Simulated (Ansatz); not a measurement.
# Moving the knobs of a GW run on K2CdSe2O6 (R-3m)

Aim: change settings of a G0W0 run on K2CdSe2O6 (R-3m) and see what moves.

Method: G0W0 on PBE, plane waves, PAW; PAW set soft_1, in Ansatz 0.2.0.

This is a report of a sequence of runs, with most program output left out.

## (1) The structure

Symmetry: R-3m, No. 166, trigonal system. The conventional cell has a = 5.698 Å, b = 5.698 Å, c = 18.949 Å, α = 90.00°, β = 90.00°, γ = 120.00°. Nearest to K lie 9 O at 2.79 to 3.03 Å. Nearest to Cd lie 6 O at 2.33 Å. Se has 3 O at 1.72 Å nearest. Nearest to O lie 1 Se at 1.72 Å and 1 Cd at 2.33 Å and 3 K at 2.79 to 3.03 Å. Farther neighbours and most contacts between anions are not listed.

Geometry: measured cell, ions relaxed with PBE. The runs that relaxed it are not among those shown.

## (2) The base run: 2×2×2 mesh, 403 empty bands, screening to 100 eV, PAW set soft_1 files

G0W0 replaces the xc potential by the self-energy, built once from these orbitals. Only a window of levels is corrected, while the sums run over the empty bands that the input names. This step takes PAW set soft_1 files.

The input, input.yaml:

```yaml
crystal:
  lattice:
    - [2.84875, 1.6447265794, 6.3162]
    - [-2.84875, 1.6447265794, 6.3162]
    - [0.0, -3.2894531587, 6.3162]
  atoms:
    - { symbol: K, position: [0.8028368916, 0.8028368916, 0.8028368916] }
    - { symbol: K, position: [0.1971631084, 0.1971631084, 0.1971631084] }
    - { symbol: Cd, position: [0.0, 0.0, 0.0] }
    - { symbol: Se, position: [0.6229802507, 0.6229802507, 0.6229802507] }
    - { symbol: Se, position: [0.3770197493, 0.3770197493, 0.3770197493] }
    - { symbol: O, position: [0.7422192338, 0.269620956, 0.7422192338] }
    - { symbol: O, position: [0.7422192338, 0.7422192338, 0.269620956] }
    - { symbol: O, position: [0.269620956, 0.7422192338, 0.7422192338] }
    - { symbol: O, position: [0.2577807662, 0.730379044, 0.2577807662] }
    - { symbol: O, position: [0.730379044, 0.2577807662, 0.2577807662] }
    - { symbol: O, position: [0.2577807662, 0.2577807662, 0.730379044] }
kpoints:
  mp_grid: { grid: [2, 2, 2] }
hamiltonian:
  xc: pbe
  pseudopotentials: { kind: paw, azcp: { folder: soft_1 } }
scf:
  occupations: { method: fixed }
gw:
  n_empty_bands: 403
  ecut_chi: 100
  qp_bands: [v3, c3]
  qp_kpoints: band_edges
  screening: { model: contour_deformation }
```

The run is started by

```sh
$ ansatz run input.yaml --threads 2 --pin off --max-ram 92160MiB --backend cuda --events-out ev --progress --plain --runs-dir out --devices 1 --max-vram 13GiB
```

It took 10 s on 1 × NVIDIA H100 80GB HBM3 (shared by 6 runs) with 2 threads of AMD EPYC 7R13 (Zen 3), shared host; peak memory 1.4 GiB.

Numbers from this step:

```
bands summed                                 : 456
RPA ε∞ on this mesh (eigenvalues)            : 2.611, 3.543, 3.543
plane waves in the screening matrix          : 401
q-points in the mesh                         : 8
G0W0 gap on the mesh                         : 5.744 eV
k of the valence top                         : 0, 0, -0.5
k of the conduction bottom                   : 0, 0, 0
starting gap on the mesh                     : 3.863 eV
Z at the valence top                         : 0.7645
Z at the conduction bottom                   : 0.8271
least direct G0W0 gap on the computed points : 5.926 eV
```

The gap on the mesh goes from 3.86 eV to 5.74 eV, a correction of +1.88 eV. Between the two edge states, bare exchange in place of the xc potential would open the gap by 9.67 eV, and correlation takes back 7.79 eV.

## (3) Variant: potentials

Other atomic data (norm-conserving) test the pseudisation: the cutoff goes from 420 to 1240 eV, with the same valence electrons.

This step: G0W0 on PBE, plane waves, norm-conserving pseudopotentials.

Changes to input.yaml since step 2:

```diff
@@ -21,3 +21,3 @@
   xc: pbe
-  pseudopotentials: { kind: paw, azcp: { folder: soft_1 } }
+  pseudopotentials: { kind: nc }
 scf:
```

It took 20 s on 1 × NVIDIA H100 80GB HBM3 (shared by 6 runs) with 2 threads; peak memory 2.2 GiB.

The G0W0 gap on the mesh is 5.773 eV.

Against the base:

| setting | base | variant |
| --- | --- | --- |
| files | PAW set soft_1 | norm-conserving |

| quantity | variant | base |
| --- | --- | --- |
| starting gap on the mesh | 3.883 | 3.863 |
| G0W0 gap on the mesh | 5.773 | 5.744 |
| least direct G0W0 gap on the computed points | 5.942 | 5.926 |
| Z at the valence top | 0.764 | 0.765 |
| Z at the conduction bottom | 0.827 | 0.827 |

## (4) Variant: potentials

This step: G0W0 on PBE, plane waves, PAW.

Changes to input.yaml since step 3:

```diff
@@ -21,3 +21,3 @@
   xc: pbe
-  pseudopotentials: { kind: nc }
+  pseudopotentials: { kind: paw, source: ansatz }
 scf:
```

Wall time 17 s (1 × NVIDIA H100 80GB HBM3 (shared by 6 runs) with 2 threads); peak memory 1.9 GiB.

The G0W0 gap on the mesh is 5.745 eV.

Against the base:

```csv
setting,base,variant
files,PAW set soft_1,hard PAW
```

| quantity | variant | base |
| --- | --- | --- |
| starting gap on the mesh | 3.869 | 3.863 |
| G0W0 gap on the mesh | 5.745 | 5.744 |
| least direct G0W0 gap on the computed points | 5.924 | 5.926 |
| Z at the valence top | 0.764 | 0.765 |
| Z at the conduction bottom | 0.827 | 0.827 |

## (5) Variant: frequency model

A plasmon pole stands in for the full frequency dependence of the screening; this run shows what that costs in accuracy.

This step: G0W0 on PBE, plane waves, PAW; PAW set soft_1.

Changes to input.yaml since step 4:

```diff
@@ -21,3 +21,3 @@
   xc: pbe
-  pseudopotentials: { kind: paw, source: ansatz }
+  pseudopotentials: { kind: paw, azcp: { folder: soft_1 } }
 scf:
@@ -29,2 +29,2 @@
   qp_kpoints: band_edges
-  screening: { model: contour_deformation }
+  screening: { model: godby_needs }
```

Run time: 11 s. Hardware: 1 × NVIDIA H100 80GB HBM3 (shared by 6 runs) with 2 threads; peak memory 1.4 GiB; 13 s of CPU time.

The G0W0 gap on the mesh is 5.782 eV.

Against the base:

| setting | base | variant |
| --- | --- | --- |
| frequency model | contour deformation | plasmon pole |

```
                                    quantity  variant   base
                    starting gap on the mesh    3.863  3.863
                        G0W0 gap on the mesh    5.782  5.744
least direct G0W0 gap on the computed points    5.952  5.926
                        Z at the valence top    0.794  0.765
                  Z at the conduction bottom    0.844  0.827
```

## (6) Outcome

```json
{"base": "5.74 eV, 10 s", "potentials": "5.75 eV, 17 s", "frequency model": "5.78 eV, 11 s"}
```

In words: Potentials: the gap moves by +0.03 eV (the plane-wave cutoff goes from 420 to 1240 eV). Potentials: the gap moves by +0.002 eV (the plane-wave cutoff goes from 420 to 930 eV). Frequency model: the gap moves by +0.04 eV. All runs here use a coarse mesh and modest cutoffs; they test settings and are not final values. The 2×2×2 mesh is coarse for this cell (its supercell is 14 Å along the shortest edge). The RPA ε∞ on it, from the PBE start, is 2.61 and 3.54; such meshes misread the long-range screening, most where the gap is narrow. A d shell, filled or nearly so, lies near the gap. One-shot GW converges very slowly in bands there, not always from below, and on a semilocal start the gap tends to come out low; starts rich in exact exchange can overshoot instead. The many-body steps are scalar-relativistic: spin-orbit coupling is not in them.

[Paths, hosts, dates, memory and timing lines, banners, echoed tables and standing remarks are left out of the program output.]

[Logs are printed without paths, hosts, clocks, repeated set-up lines and the standing remarks that a program may print on its own settings, such as how far it seeks lower states.]

[Runs of the session that timed out or met a known fault of the program may be left out.]

[Cells called generated may have been cut or substituted from an entry of the Crystallography Open Database or the Materials Project.]

[Hosts, paths, dates, database ids (printed as entryN), source tags and the programs' standing remarks are cut or masked in the printed files.]
